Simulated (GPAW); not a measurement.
# Screening of a field by OH/Cu(110)

Wanted: the out-of-plane polarisability of OH/Cu(110).

Method: GPAW, PAW setups; slab in vacuum, relaxation, in the first sound run; inputs show where later runs differ, in GPAW 26.7.0.

Most raw output is cut from this account.

### Step 1. The structure

The cell holds 7 atoms: 5 Cu, 1 O and 1 H. Its edges and angles: a = 3.610 Å, b = 2.553 Å, c = 23.599 Å, α = 90.0°, β = 90.0°, γ = 90.0°. Vacuum lies along c.

Coordinates:

```
Cu O H
1.0
     3.61000    0.00000    0.00000
     0.00000    2.55266    0.00000
     0.00000    0.00000   23.59904
Cu O H
5 1 1
Direct
  0.00000 0.00000 0.33900
  0.50000 0.50000 0.39308
  0.00000 0.00000 0.44716
  0.50000 0.50000 0.50125
  0.00000 0.00000 0.55533
  0.00000 0.50000 0.61948
  0.00000 0.50000 0.66100
```

### Step 2. Relaxing the atoms

Forces are removed first; all later runs use this geometry. The lowest 3 atoms are held at bulk positions and keep their forces.

Contents of run.py:

```python
import json
import numpy as np
from ase import Atoms
from ase.constraints import FixAtoms
from ase.optimize import BFGS
from gpaw import GPAW, PW

slab = Atoms(
    ['Cu', 'Cu', 'Cu', 'Cu', 'Cu', 'O', 'H'],
    positions=[
        [0.00000, 0.00000, 8.00000],
        [1.80500, 1.27633, 9.27633],
        [0.00000, 0.00000, 10.55266],
        [1.80500, 1.27633, 11.82898],
        [0.00000, 0.00000, 13.10531],
        [0.00000, 1.27633, 14.61904],
        [0.00000, 1.27633, 15.59904]],
    cell=[[3.61, 0.0, 0.0], [0.0, 2.55266, 0.0], [0.0, 0.0, 23.59904]],
    pbc=[True, True, False])

slab.calc = GPAW(mode=PW(500), xc='PBE', kpts={'size': (9, 12, 1), 'gamma': True},
                 occupations={'name': 'fermi-dirac', 'width': 0.1}, nbands='160%',
                 convergence={'density': 1e-05}, maxiter=200,
                 poissonsolver={'dipolelayer': 'xy'},
                 symmetry={'tolerance': 1e-3, 'extra_ids': [1, 1, 1, 0, 0, 0, 0]}, txt='slab.txt')
result = {}
slab.set_constraint(FixAtoms([0, 1, 2]))
path = []
opt = BFGS(slab, maxstep=0.2)
opt.attach(lambda: path.append((slab.get_potential_energy(), slab.positions.tolist(), slab.get_forces().tolist())))
result['relaxed'] = bool(opt.run(fmax=0.03, steps=40))
result['path'] = path
energy = slab.get_potential_energy()
fermi = slab.calc.get_fermi_level()
v = slab.calc.get_electrostatic_potential().mean((0, 1)) - fermi
n = slab.calc.get_pseudo_density().mean((0, 1))
L = slab.cell[2, 2]
z = np.arange(len(v)) * L / len(v)
low, high = slab.positions[:, 2].min(), slab.positions[:, 2].max()
below, above = np.interp([low - 5.8, high + 5.8], z, v)
slopes = [np.interp(x, z, np.gradient(v, z)) for x in (low - 5.8, high + 5.8)]
eps = np.array([[slab.calc.get_eigenvalues(k, s) for k in range(len(slab.calc.get_ibz_k_points()))]
                for s in range(slab.calc.get_number_of_spins())]) - fermi
top, bottom = eps[eps < 0].max(), eps[eps > 0].min()
dipole = slab.get_dipole_moment()[2]
print(f'energy {energy:.4f} eV, Fermi level {fermi:.4f} eV, dipole {dipole:.5f} e A')
print(f'potential 5.8 A off the faces, from the Fermi level: lower {below:.4f} eV, upper {above:.4f} eV')
print(f'slope of the potential there: lower {slopes[0]:.5f}, upper {slopes[1]:.5f} eV/A')
print(f'nearest levels on the mesh: {top:.4f} and {bottom:.4f} eV')
print('magnetic moment', round(slab.get_magnetic_moment(), 3))
result.update(energy=energy, fermi=fermi, dipole=dipole, below=below, above=above, slopes=slopes, edges=[top, bottom],
              z=z.tolist(), v=v.tolist(), n=n.tolist(), positions=slab.positions.tolist(),
              forces=slab.get_forces(apply_constraint=False).tolist(), moments=slab.get_magnetic_moments().tolist())
json.dump(result, open('result.json', 'w'))
```

Run with:

```sh
$ OMP_NUM_THREADS=1 OPENBLAS_NUM_THREADS=1 python run.py
```

Wall time 17 min (1 thread of Arm Neoverse V2, shared host); peak memory 0.41 GiB.

This run has no spin polarisation, although Cu can carry a moment.

Relaxation path:

```
step  energy less that of the first step (eV)  largest force (eV/Å)
   1                                   0.0000                0.9546
   2                                  -0.0155                0.7665
   3                                  -0.0401                0.1477
   4                                  -0.0409                0.0436
   5                                  -0.0410                0.0365
   6                                  -0.0410                0.0291
```

The atoms that moved most (Å):

```
atom     dx     dy      dz  length
 Cu5  0.000  0.000   0.063   0.063
  H7  0.000  0.000  -0.027   0.027
  O6  0.000  0.000  -0.019   0.019
 Cu4  0.000  0.000  -0.015   0.015
```

The relaxed structure:

```xyz
7
Lattice="3.6100 0.0000 0.0000 0.0000 2.5527 0.0000 0.0000 0.0000 23.5990" Properties=species:S:1:pos:R:3
Cu    0.0000    0.0000    8.0000
Cu    1.8050    1.2763    9.2763
Cu    0.0000    0.0000   10.5527
Cu    1.8050    1.2763   11.8139
Cu    0.0000    0.0000   13.1680
O     0.0000    1.2763   14.6005
H     0.0000    1.2763   15.5717
```

Numbers from this step:

* dipole along the normal: 0.06349 e·Å
* levels nearest the Fermi level on the mesh: -0.006803, 0.003866 eV from the Fermi level
* upper work function: 3.239 eV
* lower work function: 4.494 eV

The electrostatic potential energy of an electron (without an applied field's), less the Fermi level, planar mean oscillates, so the rows of the table below give means over windows of 1 Å about each position, cut where the curve ends. Its maxima inside the range that stand out by 2 % of the span (Å: eV): 1.9: 4.49, 8.6: -5.06, 9.9: -5.24, 11.2: -5.44, 12.5: -4.23, 14.1: 1.14, 15.2: 2.71. Its minima: 8.0: -10.5, 9.3: -11.1, 10.6: -11.2, 11.8: -10.9, 13.1: -10.6, 14.6: -5.29, 15.6: 1.50.

Electrostatic potential energy of an electron (without an applied field's), less the Fermi level, planar mean against z; means over each step:

z (Å), electrostatic potential energy of an electron (without an applied field's), less the Fermi level, planar mean (eV) and a bar from the least value:
```
        0        4.3 #############################
        1        4.5 ##############################
        2        4.5 ##############################
        3        4.5 ##############################
        4        4.5 ##############################
        5        4.5 ##############################
        6        4.3 #############################
        7        1.8 ########################
        8       -7.8 #
        9       -8.1 
       10       -7.5 ##
       11       -7.8 #
       12       -8.1 
       13       -7.9 #
       14       -1.3 ################
       15       -0.3 ###################
       16        2.4 #########################
       17        3.2 ###########################
       18        3.2 ###########################
       19        3.2 ###########################
       20        3.2 ###########################
       21        3.2 ###########################
       22        3.2 ###########################
       23        3.3 ###########################
```

The pseudo valence density, planar mean oscillates, so the rows of the table below give means over windows of 1.32 Å about each position, cut where the curve ends. Its maxima inside the range that stand out by 2 % of the span (Å: e/Å³): 7.9: 1.47, 9.3: 1.56, 10.6: 1.56, 11.9: 1.49, 13.2: 1.49, 14.5: 0.789. Its minima: 8.7: 0.466, 10.0: 0.487, 11.1: 0.476, 12.5: 0.410, 14.0: 0.297.

Pseudo valence density, planar mean against z; means over each step:

```
z (Å)  pseudo valence density, planar mean (e/Å³)
 3.30                                      1.3e-5
 4.62                                      3.1e-4
 5.94                                     0.00766
 7.26                                       0.366
 8.58                                       0.943
 9.90                                       0.953
11.22                                       0.966
12.54                                       0.861
13.86                                       0.623
15.18                                       0.362
16.50                                      0.0150
17.82                                      2.7e-4
19.14                                      1.1e-5
```

The relaxation lowered the energy of the cell by 0.0410 eV (energies extrapolated to zero smearing; the optimiser's log prints free energies). The largest force left on a free atom is 0.029 eV/Å.

### Step 3. Plane waves, PBE

With the geometry fixed, the planar mean of the potential gives the vacuum level on each side.

This step: GPAW, PAW setups; slab in vacuum (GPAW 26.7.0).

Changes to run.py since step 2:

```diff
@@ -3,4 +3,2 @@
 from ase import Atoms
-from ase.constraints import FixAtoms
-from ase.optimize import BFGS
 from gpaw import GPAW, PW
@@ -13,6 +11,6 @@
         [0.00000, 0.00000, 10.55266],
-        [1.80500, 1.27633, 11.82898],
-        [0.00000, 0.00000, 13.10531],
-        [0.00000, 1.27633, 14.61904],
-        [0.00000, 1.27633, 15.59904]],
+        [1.80500, 1.27633, 11.81391],
+        [0.00000, 0.00000, 13.16796],
+        [-0.00000, 1.27633, 14.60054],
+        [-0.00000, 1.27633, 15.57166]],
     cell=[[3.61, 0.0, 0.0], [0.0, 2.55266, 0.0], [0.0, 0.0, 23.59904]],
@@ -24,10 +22,4 @@
                  poissonsolver={'dipolelayer': 'xy'},
-                 symmetry={'tolerance': 1e-3, 'extra_ids': [1, 1, 1, 0, 0, 0, 0]}, txt='slab.txt')
+                 symmetry={'tolerance': 1e-3}, txt='slab.txt')
 result = {}
-slab.set_constraint(FixAtoms([0, 1, 2]))
-path = []
-opt = BFGS(slab, maxstep=0.2)
-opt.attach(lambda: path.append((slab.get_potential_energy(), slab.positions.tolist(), slab.get_forces().tolist())))
-result['relaxed'] = bool(opt.run(fmax=0.03, steps=40))
-result['path'] = path
 energy = slab.get_potential_energy()
```

It took 5.2 min on 1 thread; peak memory 0.4 GiB.

This step gave:

* dipole along the normal: 0.06375 e·Å
* levels nearest the Fermi level on the mesh: -0.006880, 0.003979 eV from the Fermi level
* upper work function: 3.240 eV

The electrostatic potential energy of an electron (without an applied field's), less the Fermi level, planar mean oscillates, so the rows of the table below give means over windows of 0.5 Å about each position, cut where the curve ends. Its maxima inside the range that stand out by 2 % of the span (Å: eV): 1.89: 4.49, 8.59: -5.06, 9.91: -5.24, 11.23: -5.44, 12.46: -4.23, 14.06: 1.14, 15.20: 2.71. Its minima: 8.02: -10.5, 9.25: -11.1, 10.57: -11.2, 11.80: -10.9, 13.12: -10.6, 14.63: -5.29, 15.58: 1.50.

Table of electrostatic potential energy of an electron (without an applied field's), less the Fermi level, planar mean by z; means over each step:

z (Å), electrostatic potential energy of an electron (without an applied field's), less the Fermi level, planar mean (eV) and a bar from the least value:
```
      0.0        4.1 #############################
      0.5        4.5 ##############################
      1.0        4.5 ##############################
      1.5        4.5 ##############################
      2.0        4.5 ##############################
      2.5        4.5 ##############################
      3.0        4.5 ##############################
      3.5        4.5 ##############################
      4.0        4.5 ##############################
      4.5        4.5 ##############################
      5.0        4.5 ##############################
      5.5        4.4 ##############################
      6.0        4.3 ##############################
      6.5        3.9 #############################
      7.0        2.3 ##########################
      7.5       -3.1 ###############
      8.0       -9.5 ##
      8.5       -6.1 ########
      9.0       -8.4 ####
      9.5       -9.1 ##
     10.0       -6.2 ########
     10.5      -10.3 
     11.0       -6.9 #######
     11.5       -8.1 ####
     12.0       -9.0 ###
     12.5       -4.9 ###########
     13.0       -9.1 ##
     13.5       -6.0 #########
     14.0        0.4 ######################
     14.5       -3.5 ##############
     15.0        0.6 ######################
     15.5        2.0 #########################
     16.0        2.5 ##########################
     16.5        3.1 ###########################
     17.0        3.2 ###########################
     17.5        3.2 ###########################
     18.0        3.2 ###########################
     18.5        3.2 ###########################
     19.0        3.2 ###########################
     19.5        3.2 ###########################
     20.0        3.2 ###########################
     20.5        3.2 ###########################
     21.0        3.2 ###########################
     21.5        3.2 ###########################
     22.0        3.2 ###########################
     22.5        3.2 ###########################
     23.0        3.3 ###########################
     23.5        3.5 ############################
```

The pseudo valence density, planar mean oscillates, so the rows of the table below give means over windows of 1.32 Å about each position, cut where the curve ends. Its maxima inside the range that stand out by 2 % of the span (Å: e/Å³): 7.9: 1.47, 9.3: 1.56, 10.6: 1.56, 11.9: 1.49, 13.2: 1.49, 14.5: 0.789. Its minima: 8.7: 0.466, 10.0: 0.487, 11.1: 0.476, 12.5: 0.410, 14.0: 0.297.

Table of pseudo valence density, planar mean by z; means over each step:

```
z (Å)  pseudo valence density, planar mean (e/Å³)
 3.30                                      1.3e-5
 4.62                                      3.1e-4
 5.94                                     0.00765
 7.26                                       0.366
 8.58                                       0.943
 9.90                                       0.953
11.22                                       0.966
12.54                                       0.861
13.86                                       0.623
15.18                                       0.362
16.50                                      0.0150
17.82                                      2.7e-4
19.14                                      1.1e-5
```

Force by atom:

```
atom  x (eV/Å)  y (eV/Å)  z (eV/Å)   size
 Cu1     0.000     0.000     0.231  0.231
 Cu2     0.000     0.000    -0.586  0.586
 Cu3     0.000     0.000     0.328  0.328
 Cu4     0.000     0.000    -0.030  0.030
 Cu5     0.000     0.000    -0.003  0.003
  O6     0.000     0.000     0.023  0.023
  H7     0.000     0.000    -0.001  0.001
```

The potential is flat to 4.3e-4 eV/Å where it is read, so the vacuum is wide enough.

### Step 4. Field on

A uniform field along the normal polarises the slab; the atoms stay fixed, so this is the electronic response alone.

Changes to run.py since step 3:

```diff
@@ -4,2 +4,3 @@
 from gpaw import GPAW, PW
+from gpaw.external import ConstantElectricField
 
@@ -22,2 +23,3 @@
                  poissonsolver={'dipolelayer': 'xy'},
+                 external=ConstantElectricField(-0.2, [0, 0, 1]),
                  symmetry={'tolerance': 1e-3}, txt='slab.txt')
```

Elapsed: 15 min, on 1 thread; peak memory 0.58 GiB.

Numbers from this step:

```
dipole along the normal                                         : -0.02920 e·Å
levels nearest the Fermi level on the mesh                      : -0.003949, 0.01402 eV from the Fermi level
potential below the slab, the applied field's own ramp left out : 3.447 eV from the Fermi level
potential above the slab, the applied field's own ramp left out : 4.020 eV from the Fermi level
```

The electrostatic potential energy of an electron (without an applied field's), less the Fermi level, planar mean oscillates, so the rows of the table below give means over windows of 1 Å about each position, cut where the curve ends. Its maxima inside the range that stand out by 2 % of the span (Å: eV): 8.6: -5.70, 9.9: -5.62, 11.2: -5.55, 12.5: -4.10, 14.1: 1.58, 15.2: 3.35. Its minima: 8.0: -11.2, 9.3: -11.6, 10.6: -11.4, 11.8: -10.9, 13.1: -10.3, 14.6: -4.75, 15.6: 2.19.

Table of electrostatic potential energy of an electron (without an applied field's), less the Fermi level, planar mean by z; means over each step:

```
z (Å)  electrostatic potential energy of an electron (without an applied field's), less the Fermi level, planar mean (eV)
    0                                                                                                                3.56
    1                                                                                                                3.45
    2                                                                                                                3.45
    3                                                                                                                3.45
    4                                                                                                                3.45
    5                                                                                                                3.43
    6                                                                                                                3.24
    7                                                                                                               0.869
    8                                                                                                               -8.57
    9                                                                                                               -8.69
   10                                                                                                               -7.81
   11                                                                                                               -7.95
   12                                                                                                               -8.08
   13                                                                                                               -7.67
   14                                                                                                              -0.868
   15                                                                                                               0.304
   16                                                                                                                3.14
   17                                                                                                                3.95
   18                                                                                                                4.01
   19                                                                                                                4.02
   20                                                                                                                4.02
   21                                                                                                                4.02
   22                                                                                                                4.02
   23                                                                                                                3.99
```

Force by atom:

```
atom  x (eV/Å)  y (eV/Å)  z (eV/Å)   size
 Cu1     0.000     0.000     0.228  0.228
 Cu2     0.000     0.000    -0.582  0.582
 Cu3     0.000     0.000     0.324  0.324
 Cu4     0.000     0.000    -0.029  0.029
 Cu5     0.000     0.000    -0.039  0.039
  O6     0.000     0.000     0.063  0.063
  H7     0.000     0.000    -0.006  0.006
```

The dipole is now -0.0292 e Å, against 0.064 in the run without a field.

(Part 1 of 3 ends here.)

[Logs are printed without paths, hosts, clocks, repeated set-up lines and the standing remarks that a program may print on its own settings, such as how far it seeks lower states.]

[Hosts, paths, dates, database ids (printed as entryN), source tags and the programs' standing remarks are cut or masked in the printed files.]
